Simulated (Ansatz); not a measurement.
# Lattice dynamics of SnAu2 (built on the sites of a database entry of HfAu2), part 2 of 2

How does SnAu2 (built on the sites of a database entry of HfAu2) vibrate, and is this structure a minimum?

Ansatz 0.2.0; DFT PBEsol, scalar-relativistic, plane waves, PAW.

So far. Step 4 (Relaxing to small forces for the phonons): The largest force component left is 0.17 meV/Å and the pressure is 0.000 GPa, within the tolerances set. The cell now holds 19.39 Å³/atom. Step 5 (Linear response at the zone centre): Before it was imposed, the acoustic sum rule was missed by 7.2e-5 eV/Å². Small misses are needed for a sound result but don't prove that mesh and cutoff are converged. The relaxed cell has a = 3.712, c = 8.448 Å (conventional setting).

The structure was built from a prototype and need not be the compound's stable phase.

### 6. The dispersion

Stability and thermal properties need the whole zone. Linear response on a 2×2×2 q mesh gives force constants as far as a supercell of that size would.

Contents of input.yaml:

```yaml
crystal:
  lattice:
    - [-1.8557664721, 1.8557664721, 4.2237681773]
    - [1.8557664721, -1.8557664721, 4.2237681773]
    - [1.8557664721, 1.8557664721, -4.2237681773]
  atoms:
    - { symbol: Sn, position: [0.0, 0.0, 0.0] }
    - { symbol: Au, position: [0.6680494542, 0.6680494542, 0.0] }
    - { symbol: Au, position: [0.3319505458, 0.3319505458, 0.0] }
kpoints:
  mp_grid: { grid: [16, 16, 16] }
hamiltonian:
  xc: pbesol
scf:
  occupations: { method: methfessel_paxton, width: 0.2 }
output:
  eigenvalues: true
phonons:
  method: dfpt
  qmesh: [2, 2, 2]
  temperatures: { t_max: 1000, t_step: 50 }
  qpath:
    path:
      - [[0.0, 0.0, 0.0], [0.0, 0.0, 0.5], [0.25, 0.25, 0.25], [0.0, 0.5, 0.0], [0.0, 0.0, 0.0], [0.5, 0.5, -0.5], [0.29825991, 0.70174009, -0.29825991]]
      - [[-0.29825991, 0.29825991, 0.29825991], [0.0, 0.0, 0.0]]
      - [[0.0, 0.0, 0.5], [-0.09651982, 0.09651982, 0.5]]
      - [[0.5, 0.5, -0.09651982], [0.5, 0.5, -0.5]]
    npoints: 10
```

On the command line:

```bash
$ ansatz run input.yaml --threads 8 --pin off --max-ram 14336MiB --backend cpu --events-out ev --progress --plain --runs-dir out
```

Numbers of over 12 decimals in the logs are rounded to 6 here.

The log of the run:

```text
Warning: phonons: the dynamical matrix that this run interpolates holds no multipole term above the dipole-dipole one, and a site of this crystal is no centre of inversion, so its interpolated transverse optical and acoustic branches and sound speeds can stay off near Gamma, and the density of states and the thermodynamics with them. What a run solves at a wave vector of phonons.qpoints, Gamma apart, where the deck admits one, is free of this, and under fd what a larger phonons.supercell samples
[...]
Crystal: 3 atoms, lattice volume = 58.184 Å³
Basis set: ecut = 420 eV, 1147 PW (Γ), exchange–correlation on 72×72×72 points (8 copies of the dense FFT grid, shifted against one another)
Bands: 32, of which v1, the nominal top of the filled ones, is band 26 counted from 1 (25 counted from 0)
Symmetry: 16 space group operations
k-points: 349 of 4096
[...]
SCF iter   1: F=—  HF=-31964.303761 eV  |F-HF|=—  |Δ(HF+E_count)|=         —  Δρ=4.65e-3  dr2=1.09e-2  ethr=1.77e-3  ⟨swp⟩=5.9  Hψ=42477  notcnv=0  defer=3
[...]
SCF iter  10: F=-31964.299779 eV  HF=-31964.299779 eV  |F-HF|=0.00e0  |Δ(HF+E_count)|=  1.09e-11  S|Δr|=    0.00e0  Δρ=3.46e-8  dr2=5.90e-13  ethr=1.00e-12  ⟨swp⟩=9.3  Hψ=55297  notcnv=0
SCF 1 converged in 10 iterations: F = -31964.299779 eV  dr2 = 5.90e-13
[...]
SCF iter   1: F=—  HF=-31964.299781 eV  |F-HF|=—  |Δ(HF+E_count)|=         —  Δρ=5.24e-7  dr2=1.78e-10  ethr=1.08e-8  ⟨swp⟩=4.2  Hψ=78558  notcnv=0
eigensolver tolerance schedule: the retry pair's looser diagonalisation over-reported the residual by 31472.52 of it (diagonalisation noise at 0.12 of the residual, at the tolerance the schedule requests for it); recorded, not acted on — ethr = c·dr2/N_el stays at c = 1.0e-1
[...]
SCF iter   2: F=—  HF=-31964.299779 eV  |F-HF|=—  |Δ(HF+E_count)|=   1.94e-6  S|Δr|=    0.00e0  Δρ=3.56e-7  dr2=8.24e-11  ethr=1.00e-12  ⟨swp⟩=2.9  Hψ=24691  notcnv=0
[...]
SCF iter   4: F=-31964.299779 eV  HF=-31964.299779 eV  |F-HF|=3.64e-12  |Δ(HF+E_count)|=  1.09e-11  S|Δr|=    0.00e0  Δρ=1.01e-7  dr2=6.58e-12  ethr=1.00e-12  ⟨swp⟩=1.6  Hψ=25779  notcnv=0
SCF 2 converged in 4 iterations: F = -31964.299779 eV  dr2 = 6.58e-12
phonons: the bands overlap, so this run is a metal and interpolates without the dipole-dipole term. If the crystal is really an insulator or semiconductor, its LO-TO splitting is missing
NSCF: frozen V_eff on 349 k-points
WARN: eigensolver did not converge (k=344): 1 band(s) unlocked after 20 sweeps at ethr=1.77e-12 eV (storage-precision floor; scheduled 1.00e-12 eV) (lowest unlocked band 31, counted from 0; max residual 3.21e-6 eV among the unlocked bands, 3.49e-6 eV over every band; other slots of this pass that fall short are told together in one closing line; warning suppressed until the next SCF loop or pass starts)
[...]
DFPT response loops at q = (0, 0, 0) (fractional): preconditioner auto → Kerker (q_TF=auto, 2.678 Å⁻¹) (partly filled bands, converged f_vac=0.000); β = 1.00, the filter's whole step (`scf.mixing.beta` (0.50) is not read by the response loops under this deck's `scf.mixing.preconditioner`; to damp them name `kerker` or `kerker_dos`, under which they read `scf.mixing.beta`, and type it under 1.00, their step now; both keys bind the ground state too); Broyden in place of MSR1
[...]
SCF converged after 10 iterations
[...]
Free energy (F): -31964.299779 eV
[...]
Internal energy: -31964.300195 eV  (E = F + TS)
E sigma→0 (E₀):  -31964.299883 eV
Entropy (-TS):   0.000416 eV (0.139 meV/atom)
Fermi energy:    17.350414 eV
[...]
--- Band table (eV; the first three rows and the last of 349) ---
  k-point 0: bands = [... 22 lower, 13.2802, 14.1873, 16.8286, 18.9354, 21.2167, 21.2167, 21.2551, 22.4570, ... 2 higher]
  k-point 1: bands = [... 22 lower, 13.3379, 14.2144, 16.9831, 18.9987, 19.8002, 20.9527, 21.1803, 22.7313, ... 2 higher]
  k-point 2: bands = [... 22 lower, 13.4578, 14.2777, 17.3498, 18.5700, 19.1589, 19.9900, 20.3874, 22.1440, ... 2 higher]
  k-point 348: bands = [... 22 lower, 13.7422, 14.0693, 14.1310, 17.8853, 17.8853, 20.3508, 24.8031, 25.1999, ... 2 higher]
--- Phonons (Γ-DFPT): 4 representative perturbations + reference (Σ response iterations 12) ---
  ASR residual: 7.267e-5 → 0.000e0 eV/Å²; symmetrization residual: 9.207e-6 eV/Å²
  ASR residual per site (eV/Å²): 1.42e-5 7.27e-5 7.27e-5
  Γ frequencies (cm⁻¹): 0.00 0.00 0.00 72.79 72.79 75.83 75.83 120.92 138.87
--- Phonons (arbitrary-q DFPT): 4 irreducible q on the 2×2×2 mesh ---
  q = [0.0000, 0.0000, 0.0000] (star 1, of the zone-centre solve; hermiticity 2.66e-6, symmetrization 6.21e-13): -0.00 -0.00 -0.00 72.79 72.79 75.83 75.83 120.92 138.87
  q = [0.0000, 0.0000, -0.5000] (star 2, 4 solved perturbations in 3438 linear systems a pass and spin channel, the states on 1098 of 4096 k-point pairs; hermiticity 9.64e-6, symmetrization 6.32e-13): 34.75 37.40 41.17 49.87 86.44 96.37 115.75 123.08 136.66
  q = [0.0000, -0.5000, 0.0000] (star 4, 6 solved perturbations on 1098 of 4096 k-point pairs; hermiticity 6.93e-6, symmetrization 5.40e-13): 49.95 52.48 53.78 57.98 69.01 71.70 89.92 133.74 158.78
[...]
sum rule: each row above includes the acoustic sum rule's correction from the zone centre's row sums; it moved no ω² by more than (0.32 cm⁻¹)²
  mesh force constants: q→R imaginary residual 1.92e-17; ASR residual 7.267e-5 → 0.000e0 eV/Å²; symmetrization residual 1.776e-15 eV/Å²
  interpolated dispersion: 94 rows × 9 modes
  density of states and harmonic sums: on the 18×18×24 q-mesh, interpolated from the force constants of a 2×2×2 supercell (no non-analytic term)
  largest difference from the sums on the solved wave vectors: F 9.80e-2 eV, S 1.29e-4 and C_V 3.08e-5 eV/K
  zero-point energy: 0.044062 eV/cell   skipped modes (ω ≤ 0): 48, of them read as no rigid motion or as one in doubt: 45 (1.775e-2 modes/cell left out, lowest -13.72 cm⁻¹)   left out of the sums: 2.01e-3 of the cell's modes: C_V's classical limit lies that fraction below 3 k_B per atom; for a crystal, a wire or a layer, F and S can be off by more, and a phonons.interpolated_qmesh denser along its periods is the remedy for the sampling
```

Elapsed: 4.3 min, on 8 threads of Intel Xeon Platinum 8488C (Sapphire Rapids), shared host; peak memory 4.9 GiB.

Numbers from this step:

```
sum-rule residual before enforcement                    : 7.27e-5 eV/Å²
lowest frequency on the path                            : -13.74 cm⁻¹
highest frequency on the path or at a solved wavevector : 159.1 cm⁻¹
lowest mode on the q mesh (acoustic modes at Γ apart)   : 28.83 cm⁻¹
```

Frequencies (cm⁻¹) solved at each irreducible wavevector; negative means imaginary. Frequencies by wavevector, by row:

```
q in reciprocal lattice units  star  mode 1  mode 2  mode 3  mode 4  mode 5  mode 6  mode 7  mode 8  mode 9
                        0 0 0     1       0       0       0    72.8    72.8    75.8    75.8   120.9   138.9
                     0 0 -0.5     2    34.8    37.4    41.2    49.9    86.4    96.4   115.8   123.1   136.7
                     0 -0.5 0     4      50    52.5    53.8      58      69    71.7    89.9   133.7   158.8
               -0.5 -0.5 -0.5     1    28.8    28.8    29.8    29.8    55.8   101.6   101.6   113.7   156.4
```

Interpolated from a 2×2×2 q mesh, rough between the solved points. Phonon branches along the path, in cm⁻¹:

```
     point  branch 1  branch 2  branch 3  branch 4  branch 5  branch 6  branch 7  branch 8  branch 9
         Γ         0         0         0        73        73        76        76       121       139
   halfway        31        32        51        54        82        92        93       126       141
         X        35        37        41        50        86        96       116       123       137
   halfway        31        35        51        57        80       102       103       120       144
         P        31        31        66        70        70        85       113       113       149
   halfway        34        42        60        68        71        82       100       123       154
         N        50        52        54        58        69        72        90       134       159
   halfway        33        36        52        62        71        76        86       119       151
         Γ         0         0         0        73        73        76        76       121       139
   halfway       -14       -14        57        57        67        88        92        92       158
         M        29        29        30        30        56       102       102       114       156
   halfway        33        35        36        49        56        96       107       121       154
         S        43        43        48        56        60        82       110       137       150
jump to S0        43        43        48        56        60        82       110       137       150
   halfway        29        46        54        63        67        68        95       132       143
         Γ         0         0         0        73        73        76        76       121       139
 jump to X        35        37        41        50        86        96       116       123       137
   halfway        35        40        42        50        85        94       117       123       138
         R        35        43        46        51        81        90       120       122       140
jump to G′        35        43        46        51        81        90       120       122       140
   halfway        33        45        47        53        57        90       113       121       152
         M        29        29        30        30        56       102       102       114       156
```

The phonon branches as a text plot (rows in cm⁻¹; labels by their first letter):

```
    156 |               ********      ********                ***
    148 |           ****        **   *        ****        ****
    141 |********  *              ***           ******* **
    134 |        **        ***                **  **   *
    127 |  ****          **   *              *      *      *
    119 |**    ******  **      ******      **        **********
    112 |      ** ** **                  **  ***       *    ** **
    105 |     *     *  **            *  *****   **            ***
     98 |     *******    *             ** ***     **   *      ***
     91 |   **            ******      **     *      *   **   *
     83 |  ********* ****       **   *        **       ******
     76 |***        *    **   *******                **
     69 |***         ************** *  *        *  ****   *
     62 |  *        *  **  *   **    ** *     ******       **
     55 |   ****   **    *******      ** ***********      *******
     48 |  *  * ****     ****** *           * **   **  *******
     40 | *    ****     * *   ** *   *  *  * *****  *  ***    *
     33 |    *************               *****    *    **********
     26 |  **                   ***      **        ***
     19 |***                     **     *            **
     12 |**                       * *                **
      4 |*                                            *
     -3 |                          **
    -10 |                            ***
         Γ        X  P      N      Γ     M    S|S     Γ|R|G     M
```

Tetrahedra on a 18×18×24 mesh, mean over bins of 2 cm-1. Interpolated from a 2×2×2 q mesh, rough between the solved points. Phonon density of states against wavenumber; read off at these points:

```
wavenumber (cm⁻¹)  phonon density of states (1/cm⁻¹/cell)
            -13.0                                  4.8e-4
             -7.0                                 0.00113
             -1.0                                  0.0014
              5.0                                 0.00214
             11.0                                 0.00483
             17.0                                  0.0102
             23.0                                  0.0191
             29.0                                  0.0425
             35.0                                   0.106
             41.0                                  0.0761
             47.0                                   0.109
             53.0                                   0.124
             57.0                                   0.188
             59.0                                   0.124
             65.0                                  0.0707
             69.0                                  0.0936
             71.0                                  0.0922
             75.0                                  0.0705
             81.0                                  0.0736
             87.0                                  0.0552
             93.0                                  0.0533
             99.0                                  0.0482
            105.0                                  0.0503
            109.0                                  0.0595
            111.0                                  0.0457
            117.0                                  0.0480
            123.0                                  0.0523
            129.0                                  0.0308
            135.0                                  0.0159
            141.0                                  0.0210
            147.0                                  0.0418
            153.0                                  0.0656
            157.0                                  0.0814
            159.0                                  0.0300
```

Phonopy on the run's constants, 17x17x21 mesh, Gaussian sigma 2.0 cm-1. Interpolated from a 2×2×2 q mesh, rough between the solved points. Table of partial phonon density of states by wavenumber; read off at these points; values in 1/cm⁻¹/cell:

```
wavenumber (cm⁻¹)       Au       Sn
            -20.0   8.3e-7        0
            -15.0   2.6e-4   8.7e-5
            -10.0  0.00132   4.0e-4
             -5.0  0.00111   3.4e-4
              0.0   3.7e-4   1.1e-4
              5.0  0.00179   5.4e-4
             10.0  0.00315   9.1e-4
             15.0  0.00740  0.00202
             20.0   0.0109  0.00274
             25.0   0.0210  0.00459
             30.0   0.0548  0.00843
             35.0   0.0835   0.0110
             40.0   0.0677   0.0114
             45.0   0.0773   0.0166
             50.0   0.0975   0.0266
             55.0    0.123   0.0340
             55.8    0.128   0.0344
             60.0   0.0828   0.0273
             65.0   0.0531   0.0212
             70.0   0.0615   0.0245
             75.0   0.0528   0.0201
             80.0   0.0506   0.0221
             85.0   0.0419   0.0253
             90.0   0.0321   0.0217
             95.0   0.0305   0.0223
            100.0   0.0283   0.0188
            105.0   0.0306   0.0197
            110.0   0.0306   0.0214
            115.0   0.0256   0.0217
            120.0   0.0237   0.0264
            125.0   0.0183   0.0235
            130.0  0.00967   0.0201
            135.0  0.00545   0.0129
            140.0  0.00541   0.0137
            145.0   0.0113   0.0236
            150.0   0.0198   0.0351
            155.0   0.0256   0.0439
            160.0  0.00866   0.0147
            165.0   5.0e-5   9.1e-5
            170.0        0        0
```

Symmetry leaves 4 wavevectors to solve. The lowest mode among them, the acoustic zeros apart, lies at q = (-0.5, -0.5, -0.5) and is real, 28.8 cm⁻¹. Between them the interpolated path dips to 14i cm⁻¹.

### 7. Another isotope

An isotope changes the mass and not the force constants, so no new electronic calculation is needed; the shifts show which modes move this element.

The same force constants with the mass of Sn changed from 118.710 to 123.905 u (phonopy, no LO-TO term). Both lists are sorted by frequency; levels can cross, so a row need not hold one and the same mode. Modes under 3 cm⁻¹ are left out. Isotope shifts, by row:

```
             q  rank  natural mass (cm⁻¹)  changed mass (cm⁻¹)
         0 0 0     4                72.79                71.61
         0 0 0     5                72.79                71.61
         0 0 0     6                75.83                75.83
         0 0 0     7                75.83                75.83
         0 0 0     8                120.9                120.9
         0 0 0     9                138.9                136.6
      0 0 -0.5     1                34.75                34.75
      0 0 -0.5     2                 37.4                 37.3
      0 0 -0.5     3                41.17                41.03
      0 0 -0.5     4                49.87                49.34
      0 0 -0.5     5                86.44                86.44
      0 0 -0.5     6                96.37                94.58
      0 0 -0.5     7                115.8                115.8
      0 0 -0.5     8                123.1                121.8
      0 0 -0.5     9                136.7                134.2
      0 -0.5 0     1                49.95                49.87
      0 -0.5 0     2                52.48                52.48
      0 -0.5 0     3                53.78                53.67
      0 -0.5 0     4                57.98                56.83
      0 -0.5 0     5                69.01                69.01
      0 -0.5 0     6                 71.7                71.01
      0 -0.5 0     7                89.92                89.92
      0 -0.5 0     8                133.7                131.1
      0 -0.5 0     9                158.8                  157
-0.5 -0.5 -0.5     1                28.83                28.45
-0.5 -0.5 -0.5     2                28.83                28.45
-0.5 -0.5 -0.5     3                29.77                29.77
-0.5 -0.5 -0.5     4                29.77                29.77
-0.5 -0.5 -0.5     5                55.77                55.65
-0.5 -0.5 -0.5     6                101.6                100.8
-0.5 -0.5 -0.5     7                101.6                100.8
-0.5 -0.5 -0.5     8                113.7                113.7
-0.5 -0.5 -0.5     9                156.4                153.5
```

A mode of this element alone would shift by -2.12 %. The highest zone-centre frequency without the field goes from 138.9 to 136.6 cm⁻¹ (-1.6 %). The product of the frequency ratios over all optical modes at Γ is 0.952; the product rule, (m/m′)^(3k/2) (M′/M)^(3/2) with k = 1 such atoms and M the mass of the cell, gives 0.952.

### 8. Outcome

```yaml
space_group_after_relaxation_within_0p01_a: I4/mmm
volume_per_atom: 19.4 Å³
electronic_character: no gap on this mesh
highest_optical_mode_at_the_zone_centre_no_lo_to_term: 139 cm⁻¹
lowest_optical_zone_centre_mode: 72.8 cm⁻¹
lowest_mode_on_the_q_mesh_acoustic_modes_at_gamma_apart: 28.8 cm⁻¹
highest_frequency_on_the_path_or_at_a_solved_wavevector: 159 cm⁻¹
imaginary_modes_on_the_2x2x2_q_mesh: none
```

**Reading.** No mode is imaginary at the 4 irreducible wavevectors solved, but between them the interpolated path dips to 13.7i cm⁻¹, so stability is not settled. The optical modes at Γ span 73 to 139 cm⁻¹. The highest mode in this list at Γ, 138.9 cm⁻¹, is mostly motion of Sn (77 % of the kinetic energy). The interpolated path dips to 14i cm⁻¹ between the solved wavevectors, which may come from the interpolation; a denser q mesh would tell. The q mesh stands for a supercell only 7.4 Å across, so branches between the solved wavevectors are rough. With no gap, or one that is small against the smearing, the frequencies hang on the k mesh and the smearing, most of all near Kohn anomalies. Spin-orbit coupling is left out, which can matter for the heavy elements here. A phonon run warned that its eigensolver left some bands unconverged in a pass. The starting cell was built on a prototype and not taken from a measurement, so the phase need not exist. These are harmonic frequencies at zero temperature: anharmonic shifts, linewidths and thermal expansion are left out.

[Logs are printed without paths, hosts, clocks, repeated set-up lines and the standing remarks that a program may print on its own settings, such as how far it seeks lower states.]

[Hosts, paths, dates, database ids (printed as entryN), source tags and the programs' standing remarks are cut or masked in the printed files.]
